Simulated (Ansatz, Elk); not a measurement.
# MoPbS2N: X-ray structure factors from the self-consistent density

Structure refinements treat a crystal as free atoms side by side. For a made-up structure of MoPbS2N (cell and positions from a r2SCAN relaxation) the runs below show what the calculated density changes in F(hkl).

Program: Elk 11.2.3 (patched build). Level of theory: DFT, PBE, all-electron APW+lo, Dirac cores, scalar-relativistic bands, static density, no spin. Results are calculated unless marked as measured.

This account leaves out most program logs.

The structure was built from a prototype and need not be the compound's stable phase.

### Step 1. Set-up

Symmetry: P4/mmm, No. 123, tetragonal system. Conventional cell: a = 4.916 Å, b = 4.916 Å, c = 3.820 Å, α = 90.00°, β = 90.00°, γ = 90.00°. Nearest to Pb lie 8 S at 3.11 Å. Nearest to Mo lie 2 N at 1.91 Å and 4 S at 2.46 Å. Nearest to S lie 2 Mo at 2.46 Å and 4 Pb at 3.11 Å. Nearest to N lie 2 Mo at 1.91 Å. Farther neighbours and most contacts between anions are not listed.

### Step 2. Ground state and structure factors

An all-electron density is needed, since X-rays see the cores too. Task 0 finds the density and task 195 Fourier-transforms it; tshift is off so that phases refer to the origin typed.

The input, elk.in:

```
tasks
  0
  195

xctype
  20

spinpol
  .false.

rgkmax
  7.0

gmaxvr
  14.0

lmaxo
  7

lmaxapw
  8

swidth
  0.002

tshift
  .false.

ramdisk
  .false.

hmaxvr
  5.5

maxscl
  120

epspot
  1e-06

sppath
  './'

avec
  9.28941857871 0.00000000000 0.00000000000
  -0.00000000000 9.28941857871 0.00000000000
  0.00000000000 0.00000000000 7.21783422623

atoms
  4
  'Pb.in'
  1
  0.0000000000 0.0000000000 0.0000000000   0.000000 0.000000 0.000000
  'Mo.in'
  1
  0.5000000000 0.5000000000 0.5000000000   0.000000 0.000000 0.000000
  'S.in'
  2
  0.5000000000 -0.0000000000 0.5000000000   0.000000 0.000000 0.000000
  -0.0000000000 0.5000000000 0.5000000000   0.000000 0.000000 0.000000
  'N.in'
  1
  0.5000000000 0.5000000000 0.0000000000   0.000000 0.000000 0.000000

ngridk
  5 5 6
```

Run with:

```bash
> OMP_NUM_THREADS=4 elk
```

Elapsed: 36 s, on 4 threads of Arm Neoverse V1, shared host; peak memory 0.2 GiB.

SFACRHO.OUT:

```text

h k l indices transformed by vhmat matrix:
   1.000000000       0.000000000       0.000000000    
   0.000000000       1.000000000       0.000000000    
   0.000000000       0.000000000       1.000000000    

      h      k      l  multipl.   |H|            Re(F)            Im(F)           |F|

      0      0      0      1   0.0000000       163.00000     -0.46993325E-16   163.00000    
      1      0      0      4  0.67638090       32.441659      0.28951044E-13   32.441659    
      0      0     -1      2  0.87050840       17.536040     -0.31927285E-13   17.536040    
      1     -1      0      4  0.95654704       89.863343      0.69634420E-14   89.863343    
      0     -1      1      8   1.1023956       101.60578      0.10343938E-13   101.60578    
     -1      1     -1      8   1.2933550       64.336592      0.61628666E-14   64.336592    
     -2      0      0      4   1.3527618       128.95952      0.52735777E-13   128.95952    
      2     -1      0      8   1.5124337       31.398747     -0.12492849E-13   31.398747    
      0     -2     -1      8   1.6086483       19.246297     -0.88353500E-13   19.246297    
      0      0      2      2   1.7410168       117.52436     -0.55387915E-13   117.52436    
     -2     -1      1     16   1.7450617       90.735811      0.49161182E-13   90.735811    
     -1      0     -2      8   1.8677876       30.612364     -0.73287562E-13   30.612364    
     -2     -2      0      4   1.9130941       113.41296      0.94112283E-13   113.41296    
      1      1     -2      8   1.9864848       75.342084     -0.13716066E-13   75.342084    
     -3      0      0      4   2.0291427       29.850593     -0.85968592E-13   29.850593    
     -2     -2     -1      8   2.1018358       18.419343     -0.97889508E-13   18.419343    
      1     -3      0      8   2.1389042       73.417338      0.47447257E-13   73.417338    
      2      0      2      8   2.2047911       106.51468     -0.94623366E-13   106.51468
```

Elk indexes on the primitive cell of elk.in and gives |H| = 4π sin θ/λ in inverse bohr. Below, one row stands for each form hkl of the conventional cell (m members, Friedel mates merged), F is for one primitive cell and the density is static (no thermal factor). Free-atom factors are Waasmaier and Kirfel's, and R is Σm||F|−|F'||/Σm|F|.

```tsv
hkl	m	sin θ/λ (Å⁻¹)	abs F, DFT	neutral atoms	diff.
100	4	0.102	32.442	32.735	-0.294
001	2	0.131	17.536	17.557	-0.021
110	4	0.144	89.863	90.304	-0.441
101	8	0.166	101.606	102.229	-0.623
111	8	0.195	64.337	63.681	+0.656
200	4	0.203	128.959	128.798	+0.161
210	8	0.227	31.399	31.386	+0.013
201	8	0.242	19.246	18.818	+0.429
002	2	0.262	117.524	117.790	-0.266
211	16	0.262	90.736	91.002	-0.266
102	8	0.281	30.612	30.448	+0.164
220	4	0.288	113.413	113.402	+0.011
112	8	0.299	75.342	75.388	-0.046
300	4	0.305	29.851	29.971	-0.121
```

### Step 3. The highest occupied states alone

An energy window below the Fermi level keeps the highest occupied states, to see at which angles they scatter; shallow core shells can lie inside it and anion s states outside. No new self-consistency is needed.

elk.in: that of step 2 with these lines changed.

```diff
@@ -1,3 +1,2 @@
 tasks
-  0
   195
@@ -40,2 +39,5 @@
 
+wsfac
+  -0.094330 0.573170
+
 sppath
```

Run with:

```bash
> OMP_NUM_THREADS=4 elk
```

Wall time 15 s (4 threads); peak memory 0.16 GiB; 19 s of CPU time.

States within 10 eV below the Fermi level hold 21.00 electrons; any levels below the window count with the cores. Their amplitudes can exceed the total, where window and core parts have opposite phase:

```tsv
hkl	sin θ/λ (Å⁻¹)	abs F, window	abs F, all
100	0.102	4.549	32.442
001	0.131	3.718	17.536
110	0.144	1.232	89.863
101	0.166	0.104	101.606
111	0.195	3.370	64.337
200	0.203	5.277	128.959
210	0.227	2.292	31.399
201	0.242	0.294	19.246
002	0.262	2.130	117.524
211	0.262	0.755	90.736
```

### Step 4. Another functional

The difference from free atoms is small, so it is set against the change that PBEsol makes.

elk.in: that of step 3 with these lines changed.

```diff
@@ -1,2 +1,3 @@
 tasks
+  0
   195
@@ -4,3 +5,3 @@
 xctype
-  20
+  22
 
@@ -39,5 +40,2 @@
 
-wsfac
-  -0.094330 0.573170
-
 sppath
```

Run with:

```bash
> OMP_NUM_THREADS=4 elk
```

Wall time 36 s (4 threads); peak memory 0.2 GiB.

Against the first run R = 0.02 %; the largest change is -0.068 at 200.

### Step 5. A coarser k-mesh

About half the k-points along each axis test the sampling.

elk.in: that of step 4 with these lines changed.

```diff
@@ -5,3 +5,3 @@
 xctype
-  22
+  20
 
@@ -65,2 +65,2 @@
 ngridk
-  5 5 6
+  2 2 3
```

Run with:

```bash
> OMP_NUM_THREADS=4 elk
```

Elapsed: 27 s, on 4 threads; peak memory 0.2 GiB.

Against the first run R = 0.05 %; the largest change is +0.169 at 003.

### Step 6. Settings against the effect

```tsv
run	R against the first run (%)	R against neutral atoms, low angle (%)	wall time
PBE, rgkmax 7	0.00	0.41	36 s
PBEsol	0.02	0.41	36 s
k-mesh 2×2×3	0.05	0.47	27 s
```

### Step 7. Results

```
R against neutral atoms, sin θ/λ < 0.3 Å⁻¹ : 0.41 %
R against neutral atoms, 0.3 to 0.80 Å⁻¹   : 0.19 %
```

What this shows: Independent neutral atoms miss the calculated amplitudes by R = 0.41 % below 0.3 Å⁻¹ and 0.19 % from there to 0.80 Å⁻¹; by shells, 0.57 % below 0.15 Å⁻¹ (3 forms), 0.40 % 0.15 to 0.3 (10 forms), 0.27 % 0.3 to 0.45 (21 forms), 0.18 % above 0.45 (115 forms). Bonding, aspherical density and the tables' own atoms all enter these figures, and the runs don't part them. The largest change of an amplitude is +0.66 electrons, at 111. The window's part falls from 21.0 electrons at the origin to at most 0.40 between 0.45 and 0.80 Å⁻¹. Below 0.3 Å⁻¹ the changes that finished (PBEsol and k-mesh 2×2×3) move F by R = 0.07 % at most, against the 0.41 % that separates it from free atoms. The basis has no finished test. These runs have no spin, though d or f shells may be open. The electron count is odd, so without spin the run is a metal by force. Spin-orbit coupling is left out, which can matter for elements this heavy. Part of the difference isn't bonding: the tables are fits to free atoms and ions calculated by other methods than this functional. Thermal motion, anomalous dispersion and extinction are left out.

[Logs are printed without paths, hosts, clocks, repeated set-up lines and the standing remarks that a program may print on its own settings, such as how far it seeks lower states.]

[Hosts, paths, dates, database ids (printed as entryN), source tags and the programs' standing remarks are cut or masked in the printed files.]
